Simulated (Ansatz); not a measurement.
In doubt: one-shot GW on d or f shells is unsure, so the values of those runs are not to be relied on.

G0W0 rungs for GaCuSe2 (I-42d).

The structure is tetragonal, space group I-42d (No. 122). Conventional cell: a = 5.619 Å, b = 5.619 Å, c = 11.026 Å, α = 90.00°, β = 90.00°, γ = 90.00°. Ga has 4 Se at 2.42 Å nearest. Cu has 4 Se at 2.42 Å nearest. Se has 2 Ga at 2.42 Å and 2 Cu at 2.42 Å nearest. Farther neighbours and most contacts between anions are not listed.

```xyz
8
Lattice="-2.8096 2.8096 5.5130 2.8096 -2.8096 5.5130 2.8096 2.8096 -5.5130" Properties=species:S:1:pos:R:3 pbc="T T T"
Ga    0.0000    0.0000    5.5130
Ga    2.8096    0.0000    2.7565
Cu    0.0000    0.0000    0.0000
Cu    0.0000    2.8096    2.7565
Se    1.4083    1.4048    1.3783
Se    1.4048    4.2108   -1.3783
Se    1.4013    1.4048    6.8913
Se    1.4048   -1.4013    4.1348
```

The cell and positions come from the Crystallography Open Database and are kept as given unless a step says otherwise.

Runs so far (Ansatz 0.2.0, start PBE, PAW set soft_1 files, 4×4×4 mesh). Times are wall times on 1 × NVIDIA H100 80GB HBM3 (shared by 6 runs) with 2 threads of AMD EPYC 7R13 (Zen 3), shared host, good to a factor of about two.

```csv
bands summed,cutoff (eV),gap on the mesh (eV),time
203,50,1.105,30 s
459,100,0.795,47 s
790,150,0.694,2 min
```

What should the next rung give, with 1353 bands and screening to 220 eV, and where is the limit?

The error falls about as one over the bands when the cutoff rises with them. A line through the two highest rungs given predicts 0.636 eV; the run gave 0.631 eV, close to it. The two highest rungs put the limit near 0.543 eV, the pair below near 0.554 eV; their difference is a rough measure of what is unsettled in bands and cutoff; the mesh is a separate error.

Gaps are over the mesh's points; an edge off the mesh would be missed. Limits: not at the basis limit; mesh may overstate the screening; d shell near the gap, gap tends to lie low; no spin-orbit coupling; coarse k mesh.

[Paths, hosts, dates, memory and timing lines, banners, echoed tables and standing remarks are left out of the program output.]

[Logs are printed without paths, hosts, clocks, repeated set-up lines and the standing remarks that a program may print on its own settings, such as how far it seeks lower states.]

[Runs of the session that timed out or met a known fault of the program may be left out.]

[Cells called generated may have been cut or substituted from an entry of the Crystallography Open Database or the Materials Project.]

[Hosts, paths, dates, database ids (printed as entryN), source tags and the programs' standing remarks are cut or masked in the printed files.]
